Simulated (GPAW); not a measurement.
**Work function of 1T-TaSeTe monolayer at several levels**

Aim: the work function of both faces of 1T-TaSeTe monolayer, and its spread over functionals and bases.

Calculated with GPAW 26.7.0; GPAW, PAW setups; layer in a repeated cell with vacuum, relaxation of atoms and in-plane cell, in the first sound run; inputs show where later runs differ.

## 1. The starting structure

The cell holds 3 atoms: 1 Te, 1 Ta and 1 Se. Its edges and angles: a = 3.828 Å, b = 3.828 Å, c = 21.561 Å, α = 90.0°, β = 90.0°, γ = 120.0°. Vacuum lies along c.

## 2. Relaxing the atoms

The atoms are relaxed first, since the surface dipole, and with it the work function, follows the positions of the outer layers.

run.py reads:

```python
import json
import numpy as np
from ase import Atoms
from ase.filters import FrechetCellFilter
from ase.optimize import BFGS
from gpaw import GPAW, PW

slab = Atoms(
    ['Te', 'Ta', 'Se'],
    positions=[
        [1.91382, 1.10495, 9.00000],
        [0.00000, 0.00000, 10.92387],
        [-0.00000, 2.20989, 12.56060]],
    cell=[[3.82764, 0.0, 0.0], [-1.91382, 3.31484, 0.0], [0.0, 0.0, 21.5606]],
    pbc=[True, True, True])

slab.calc = GPAW(mode=PW(600), xc='PBE', kpts={'size': (9, 9, 1), 'gamma': True},
                 occupations={'name': 'fermi-dirac', 'width': 0.05}, nbands='160%',
                 convergence={'density': 1e-05}, maxiter=200,
                 symmetry={'tolerance': 1e-3}, txt='slab.txt')
result = {}
# The in-plane cell is free; stress needs a cell that repeats along all three vectors
path = []
opt = BFGS(FrechetCellFilter(slab, mask=[1, 1, 0, 0, 0, 1]), maxstep=0.2)
opt.attach(lambda: path.append((slab.get_potential_energy(), slab.positions.tolist(), slab.get_forces().tolist())))
result['relaxed'] = bool(opt.run(fmax=0.02, steps=45))
result['path'] = path
result['cell'] = slab.cell.tolist()
print('in-plane lattice', slab.cell.cellpar().round(4)[[0, 1, 5]])
energy = slab.get_potential_energy()
fermi = slab.calc.get_fermi_level()
v = slab.calc.get_electrostatic_potential().mean((0, 1)) - fermi
n = slab.calc.get_pseudo_density().mean((0, 1))
L = slab.cell[2, 2]
z = np.arange(len(v)) * L / len(v)
low, high = slab.positions[:, 2].min(), slab.positions[:, 2].max()
below, above = np.interp([low - 6.8, high + 6.8], z, v)
slopes = [np.interp(x, z, np.gradient(v, z)) for x in (low - 6.8, high + 6.8)]
eps = np.array([[slab.calc.get_eigenvalues(k, s) for k in range(len(slab.calc.get_ibz_k_points()))]
                for s in range(slab.calc.get_number_of_spins())]) - fermi
top, bottom = eps[eps < 0].max(), eps[eps > 0].min()
dipole = slab.get_dipole_moment()[2]
print(f'energy {energy:.4f} eV, Fermi level {fermi:.4f} eV, dipole {dipole:.5f} e A')
print(f'potential 6.8 A off the faces, from the Fermi level: lower {below:.4f} eV, upper {above:.4f} eV')
print(f'slope of the potential there: lower {slopes[0]:.5f}, upper {slopes[1]:.5f} eV/A')
print(f'nearest levels on the mesh: {top:.4f} and {bottom:.4f} eV')
print('magnetic moment', round(slab.get_magnetic_moment(), 3))
result.update(energy=energy, fermi=fermi, dipole=dipole, below=below, above=above, slopes=slopes, edges=[top, bottom],
              z=z.tolist(), v=v.tolist(), n=n.tolist(), positions=slab.positions.tolist(),
              forces=slab.get_forces(apply_constraint=False).tolist(), moments=slab.get_magnetic_moments().tolist())
json.dump(result, open('result.json', 'w'))
```

Run with:

```bash
OMP_NUM_THREADS=1 OPENBLAS_NUM_THREADS=1 python run.py
```

Log:

```text
Step          Energy          fmax
BFGS:    0      -17.778067        1.810834
BFGS:    1      -17.914861        1.545959
BFGS:    2      -18.157471        0.799912
BFGS:    3      -18.179345        0.264349
BFGS:    4      -18.182903        0.238605
BFGS:    5      -18.201484        0.223008
BFGS:    6      -18.204009        0.119558
BFGS:    7      -18.204624        0.049103
BFGS:    8      -18.204675        0.024967
BFGS:    9      -18.204693        0.003843
in-plane lattice [  3.594    3.594  119.9999]
energy -18.1933 eV, Fermi level -0.7120 eV, dipole -0.03479 e A
potential 6.8 A off the faces, from the Fermi level: lower 4.4314 eV, upper 4.5476 eV
slope of the potential there: lower -0.02588, upper -0.02598 eV/A
nearest levels on the mesh: -0.0039 and 0.0633 eV
magnetic moment 0.0
```

It took 4.1 min on 1 thread of INTEL XEON PLATINUM 8581C at 2.30GHz (Emerald Rapids), shared host; peak memory 0.48 GiB.

This step gave:

| Quantity | Value |
| --- | --- |
| dipole along the normal | -0.03479 e·Å |
| levels nearest the Fermi level on the mesh | -0.003903, 0.06331 eV from the Fermi level |

The electrostatic potential energy of an electron (without an applied field's), less the Fermi level, planar mean by z:

z (Å), electrostatic potential energy of an electron (without an applied field's), less the Fermi level, planar mean (eV) and a bar from the least value:
```
      0.0        4.5 ##############################
      0.5        4.5 ##############################
      1.0        4.5 ##############################
      1.5        4.5 ##############################
      2.0        4.4 ##############################
      2.5        4.4 ##############################
      3.0        4.4 ##############################
      3.5        4.4 ##############################
      4.0        4.4 ##############################
      4.5        4.4 ##############################
      5.0        4.4 ##############################
      5.5        4.3 ##############################
      6.0        4.3 ##############################
      6.5        4.3 ##############################
      7.0        4.1 #############################
      7.5        3.5 #############################
      8.0        0.9 #########################
      8.5       -8.0 ###############
      9.0      -20.0 
      9.5      -10.8 ###########
     10.0       -4.2 ###################
     10.5      -11.3 ###########
     11.0      -17.8 ###
     11.5       -8.8 ##############
     12.0       -7.5 ###############
     12.5      -17.1 ####
     13.0       -5.2 ##################
     13.5        2.3 ###########################
     14.0        4.2 #############################
     14.5        4.6 ##############################
     15.0        4.6 ##############################
     15.5        4.6 ##############################
     16.0        4.6 ##############################
     16.5        4.6 ##############################
     17.0        4.6 ##############################
     17.5        4.6 ##############################
     18.0        4.6 ##############################
     18.5        4.6 ##############################
     19.0        4.6 ##############################
     19.5        4.5 ##############################
     20.0        4.5 ##############################
     20.5        4.5 ##############################
     21.0        4.5 ##############################
```

The pseudo valence density, planar mean oscillates, so the rows of the table below give means over windows of 1 Å about each position, cut where the curve ends. Its maxima inside the range that stand out by 2 % of the span (Å: e/Å³): 8.5: 0.284, 9.7: 0.358, 10.9: 1.03, 12.9: 0.331. Its minima: 9.0: 0.110, 10.0: 0.327, 12.6: 0.207.

Table of pseudo valence density, planar mean by z; means over each step:

| z (Å) | pseudo valence density, planar mean (e/Å³) |
| --- | --- |
| 5 | 4.6e-5 |
| 6 | 7.6e-4 |
| 7 | 0.0130 |
| 8 | 0.148 |
| 9 | 0.212 |
| 10 | 0.378 |
| 11 | 0.814 |
| 12 | 0.385 |
| 13 | 0.244 |
| 14 | 0.0388 |
| 15 | 0.00183 |
| 16 | 9.2e-5 |

The relaxation lowered the energy of the cell by 0.429 eV (energies extrapolated to zero smearing; the optimiser's log prints free energies). The largest force left on a free atom is 0.0038 eV/Å.

## 3. Plane waves, PBE

With the geometry fixed, the planar mean of the potential gives the vacuum level on each side.

This step: GPAW, PAW setups; slab in vacuum (GPAW 26.7.0).

The cell differs from the one that the last finished run ended in (c 21.561 → 21.481 Å).

run.py, as its differences from that of step 2:

```diff
@@ -3,4 +3,2 @@
 from ase import Atoms
-from ase.filters import FrechetCellFilter
-from ase.optimize import BFGS
 from gpaw import GPAW, PW
@@ -10,21 +8,14 @@
     positions=[
-        [1.91382, 1.10495, 9.00000],
-        [0.00000, 0.00000, 10.92387],
-        [-0.00000, 2.20989, 12.56060]],
-    cell=[[3.82764, 0.0, 0.0], [-1.91382, 3.31484, 0.0], [0.0, 0.0, 21.5606]],
-    pbc=[True, True, True])
+        [1.79701, 1.03751, 9.00000],
+        [-0.00000, -0.00000, 10.89724],
+        [-0.00000, 2.07501, 12.48082]],
+    cell=[[3.59402, -0.0, 0.0], [-1.79701, 3.11252, 0.0], [0.0, 0.0, 21.4808]],
+    pbc=[True, True, False])
 
-slab.calc = GPAW(mode=PW(600), xc='PBE', kpts={'size': (9, 9, 1), 'gamma': True},
+slab.calc = GPAW(mode=PW(400), xc='PBE', kpts={'size': (9, 9, 1), 'gamma': True},
                  occupations={'name': 'fermi-dirac', 'width': 0.05}, nbands='160%',
                  convergence={'density': 1e-05}, maxiter=200,
+                 poissonsolver={'dipolelayer': 'xy'},
                  symmetry={'tolerance': 1e-3}, txt='slab.txt')
 result = {}
-# The in-plane cell is free; stress needs a cell that repeats along all three vectors
-path = []
-opt = BFGS(FrechetCellFilter(slab, mask=[1, 1, 0, 0, 0, 1]), maxstep=0.2)
-opt.attach(lambda: path.append((slab.get_potential_energy(), slab.positions.tolist(), slab.get_forces().tolist())))
-result['relaxed'] = bool(opt.run(fmax=0.02, steps=45))
-result['path'] = path
-result['cell'] = slab.cell.tolist()
-print('in-plane lattice', slab.cell.cellpar().round(4)[[0, 1, 5]])
 energy = slab.get_potential_energy()
```

Log:

```text
energy -18.1636 eV, Fermi level -0.7002 eV, dipole -0.02548 e A
potential 6.8 A off the faces, from the Fermi level: lower 4.2889 eV, upper 4.6971 eV
slope of the potential there: lower 0.00004, upper -0.00004 eV/A
nearest levels on the mesh: -0.0042 and 0.0640 eV
magnetic moment 0.0
```

Wall time 16 s (1 thread); peak memory 0.21 GiB.

This step gave:

```yaml
dipole_along_the_normal: -0.02548 e·Å
levels_nearest_the_fermi_level_on_the_mesh: -0.004156, 0.06400 eV from the Fermi level
upper_work_function: 4.697 eV
lower_work_function: 4.289 eV
```

Electrostatic potential energy of an electron (without an applied field's), less the Fermi level, planar mean against z:

| z (Å) | electrostatic potential energy of an electron (without an applied field's), less the Fermi level, planar mean (eV) |
| --- | --- |
| 0 | 4.49 |
| 1 | 4.29 |
| 2 | 4.29 |
| 3 | 4.29 |
| 4 | 4.29 |
| 5 | 4.29 |
| 6 | 4.28 |
| 7 | 4.06 |
| 8 | 0.492 |
| 9 | -20.1 |
| 10 | -4.33 |
| 11 | -17.4 |
| 12 | -8.16 |
| 13 | -4.29 |
| 14 | 4.24 |
| 15 | 4.67 |
| 16 | 4.70 |
| 17 | 4.70 |
| 18 | 4.70 |
| 19 | 4.70 |
| 20 | 4.70 |
| 21 | 4.70 |

The pseudo valence density, planar mean oscillates, so the rows of the table below give means over windows of 1 Å about each position, cut where the curve ends. Its maxima inside the range that stand out by 2 % of the span (Å: e/Å³): 8.4: 0.276, 9.7: 0.355, 11.0: 1.04, 12.9: 0.333. Its minima: 9.0: 0.107, 9.9: 0.330, 12.5: 0.202.

Pseudo valence density, planar mean against z; means over each step:

| z (Å) | pseudo valence density, planar mean (e/Å³) |
| --- | --- |
| 5 | 5.4e-5 |
| 6 | 8.7e-4 |
| 7 | 0.0143 |
| 8 | 0.156 |
| 9 | 0.215 |
| 10 | 0.390 |
| 11 | 0.805 |
| 12 | 0.378 |
| 13 | 0.239 |
| 14 | 0.0354 |
| 15 | 0.00173 |
| 16 | 8.3e-5 |

The potential is flat to 4.4e-5 eV/Å where it is read, so the vacuum is wide enough.

## 4. Self-consistent run: xc = "vdW-DF2"

The same geometry under vdW-DF2, to see how far the functional moves the levels against the vacuum (the van der Waals functionals take revPBE setups).

run.py, as its differences from that of step 3:

```diff
@@ -14,3 +14,3 @@
 
-slab.calc = GPAW(mode=PW(400), xc='PBE', kpts={'size': (9, 9, 1), 'gamma': True},
+slab.calc = GPAW(mode=PW(400), xc='vdW-DF2', kpts={'size': (9, 9, 1), 'gamma': True},
                  occupations={'name': 'fermi-dirac', 'width': 0.05}, nbands='160%',
```

Log:

```text
energy -333.7927 eV, Fermi level -0.8888 eV, dipole -0.02588 e A
potential 6.8 A off the faces, from the Fermi level: lower 4.6079 eV, upper 5.0227 eV
slope of the potential there: lower -0.00003, upper 0.00002 eV/A
nearest levels on the mesh: -0.0043 and 0.0591 eV
magnetic moment 0.0
```

Elapsed: 26 s, on 1 thread; peak memory 0.37 GiB.

This step gave:

- dipole along the normal: -0.02588 e·Å
- levels nearest the Fermi level on the mesh: -0.004273, 0.05910 eV from the Fermi level
- upper work function: 5.023 eV
- lower work function: 4.608 eV

The electrostatic potential energy of an electron (without an applied field's), less the Fermi level, planar mean by z:

| z (Å) | electrostatic potential energy of an electron (without an applied field's), less the Fermi level, planar mean (eV) |
| --- | --- |
| 0 | 4.82 |
| 1 | 4.61 |
| 2 | 4.61 |
| 3 | 4.61 |
| 4 | 4.61 |
| 5 | 4.61 |
| 6 | 4.59 |
| 7 | 4.32 |
| 8 | 0.544 |
| 9 | -20.2 |
| 10 | -4.59 |
| 11 | -17.7 |
| 12 | -8.31 |
| 13 | -4.27 |
| 14 | 4.47 |
| 15 | 4.99 |
| 16 | 5.02 |
| 17 | 5.02 |
| 18 | 5.02 |
| 19 | 5.02 |
| 20 | 5.02 |
| 21 | 5.02 |

Table of pseudo valence density, planar mean by z:

z (Å), pseudo valence density, planar mean (e/Å³) and a bar from the least value:
```
     0.00       0.00 
     0.64       0.00 
     1.07       0.00 
     1.72       0.00 
     2.36       0.00 
     2.79       0.00 
     3.44       0.00 
     4.08       0.00 
     4.51       0.00 
     5.16       0.00 
     5.80       0.00 
     6.23       0.00 
     6.87       0.01 
     7.52       0.04 #
     7.95       0.13 ####
     8.59       0.27 ########
     9.24       0.22 ######
     9.67       0.35 ##########
    10.31       0.43 #############
    10.96       1.04 ##############################
    11.60       0.43 ############
    12.03       0.42 ############
    12.67       0.27 ########
    13.32       0.17 #####
    13.75       0.05 ##
    14.39       0.01 
    15.04       0.00 
    15.47       0.00 
    16.11       0.00 
    16.75       0.00 
    17.18       0.00 
    17.83       0.00 
    18.47       0.00 
    18.90       0.00 
    19.55       0.00 
    20.19       0.00 
    20.62       0.00 
    21.27       0.00
```

Force by atom:

| atom | x (eV/Å) | y (eV/Å) | z (eV/Å) | size |
| --- | --- | --- | --- | --- |
| Te1 | 0.000 | 0.000 | -0.798 | 0.798 |
| Ta2 | 0.000 | 0.000 | 0.039 | 0.039 |
| Se3 | 0.000 | 0.000 | 0.758 | 0.758 |

The upper face's work function is 5.023 eV, against 4.697 eV in the first plane-wave PBE run at this geometry.

## 5. Self-consistent run: xc = "RPBE"

The same geometry under RPBE, to see how far the functional moves the levels against the vacuum.

run.py, as its differences from that of step 4:

```diff
@@ -14,3 +14,3 @@
 
-slab.calc = GPAW(mode=PW(400), xc='vdW-DF2', kpts={'size': (9, 9, 1), 'gamma': True},
+slab.calc = GPAW(mode=PW(400), xc='RPBE', kpts={'size': (9, 9, 1), 'gamma': True},
                  occupations={'name': 'fermi-dirac', 'width': 0.05}, nbands='160%',
```

Log:

```text
energy -17.0667 eV, Fermi level -0.5951 eV, dipole -0.02646 e A
potential 6.8 A off the faces, from the Fermi level: lower 4.1758 eV, upper 4.5999 eV
slope of the potential there: lower 0.00004, upper -0.00004 eV/A
nearest levels on the mesh: -0.0027 and 0.0623 eV
magnetic moment 0.0
```

Run time: 16 s. Hardware: 1 thread; peak memory 0.21 GiB.

Numbers from this step:

| Quantity | Value |
| --- | --- |
| dipole along the normal | -0.02646 e·Å |
| levels nearest the Fermi level on the mesh | -0.002691, 0.06229 eV from the Fermi level |
| upper work function | 4.600 eV |
| lower work function | 4.176 eV |

Table of electrostatic potential energy of an electron (without an applied field's), less the Fermi level, planar mean by z:

z (Å), electrostatic potential energy of an electron (without an applied field's), less the Fermi level, planar mean (eV) and a bar from the least value:
```
        0        4.4 ##############################
        1        4.2 #############################
        2        4.2 #############################
        3        4.2 #############################
        4        4.2 #############################
        5        4.2 #############################
        6        4.2 #############################
        7        3.9 #############################
        8        0.4 #########################
        9      -20.1 
       10       -4.4 ###################
       11      -17.5 ###
       12       -8.3 ##############
       13       -4.4 ###################
       14        4.1 #############################
       15        4.6 ##############################
       16        4.6 ##############################
       17        4.6 ##############################
       18        4.6 ##############################
       19        4.6 ##############################
       20        4.6 ##############################
       21        4.6 ##############################
```

The upper face's work function is 4.600 eV, against 4.697 eV in the first plane-wave PBE run at this geometry.

## 6. Self-consistent run: xc = "LDA"

The same geometry under LDA, to see how far the functional moves the levels against the vacuum.

run.py, as its differences from that of step 5:

```diff
@@ -14,3 +14,3 @@
 
-slab.calc = GPAW(mode=PW(400), xc='RPBE', kpts={'size': (9, 9, 1), 'gamma': True},
+slab.calc = GPAW(mode=PW(400), xc='LDA', kpts={'size': (9, 9, 1), 'gamma': True},
                  occupations={'name': 'fermi-dirac', 'width': 0.05}, nbands='160%',
```

Log:

```text
energy -20.3700 eV, Fermi level -0.9979 eV, dipole -0.02421 e A
potential 6.8 A off the faces, from the Fermi level: lower 4.5813 eV, upper 4.9690 eV
slope of the potential there: lower 0.00004, upper -0.00004 eV/A
nearest levels on the mesh: -0.0068 and 0.0631 eV
magnetic moment 0.0
```

Wall time 16 s (1 thread); peak memory 0.2 GiB.

This step gave:

| Property | Result |
| --- | --- |
| dipole along the normal | -0.02421 e·Å |
| levels nearest the Fermi level on the mesh | -0.006844, 0.06308 eV from the Fermi level |
| upper work function | 4.969 eV |
| lower work function | 4.581 eV |

The upper face's work function is 4.969 eV, against 4.697 eV in the first plane-wave PBE run at this geometry.

## 7. Self-consistent run: xc = "revPBE"

The same geometry under revPBE, to see how far the functional moves the levels against the vacuum.

run.py, as its differences from that of step 6:

```diff
@@ -14,3 +14,3 @@
 
-slab.calc = GPAW(mode=PW(400), xc='LDA', kpts={'size': (9, 9, 1), 'gamma': True},
+slab.calc = GPAW(mode=PW(400), xc='revPBE', kpts={'size': (9, 9, 1), 'gamma': True},
                  occupations={'name': 'fermi-dirac', 'width': 0.05}, nbands='160%',
```

Log:

```text
energy -17.2279 eV, Fermi level -0.6051 eV, dipole -0.02606 e A
potential 6.8 A off the faces, from the Fermi level: lower 4.1810 eV, upper 4.5986 eV
slope of the potential there: lower 0.00004, upper -0.00004 eV/A
nearest levels on the mesh: -0.0033 and 0.0638 eV
magnetic moment 0.0
```

Wall time 18 s (1 thread); peak memory 0.21 GiB.

Numbers from this step:

* dipole along the normal: -0.02606 e·Å
* levels nearest the Fermi level on the mesh: -0.003276, 0.06381 eV from the Fermi level
* upper work function: 4.599 eV
* lower work function: 4.181 eV

The upper face's work function is 4.599 eV, against 4.697 eV in the first plane-wave PBE run at this geometry.

(Part 1 of 2 ends here.)

[Logs are printed without paths, hosts, clocks, repeated set-up lines and the standing remarks that a program may print on its own settings, such as how far it seeks lower states.]

[Hosts, paths, dates, database ids (printed as entryN), source tags and the programs' standing remarks are cut or masked in the printed files.]
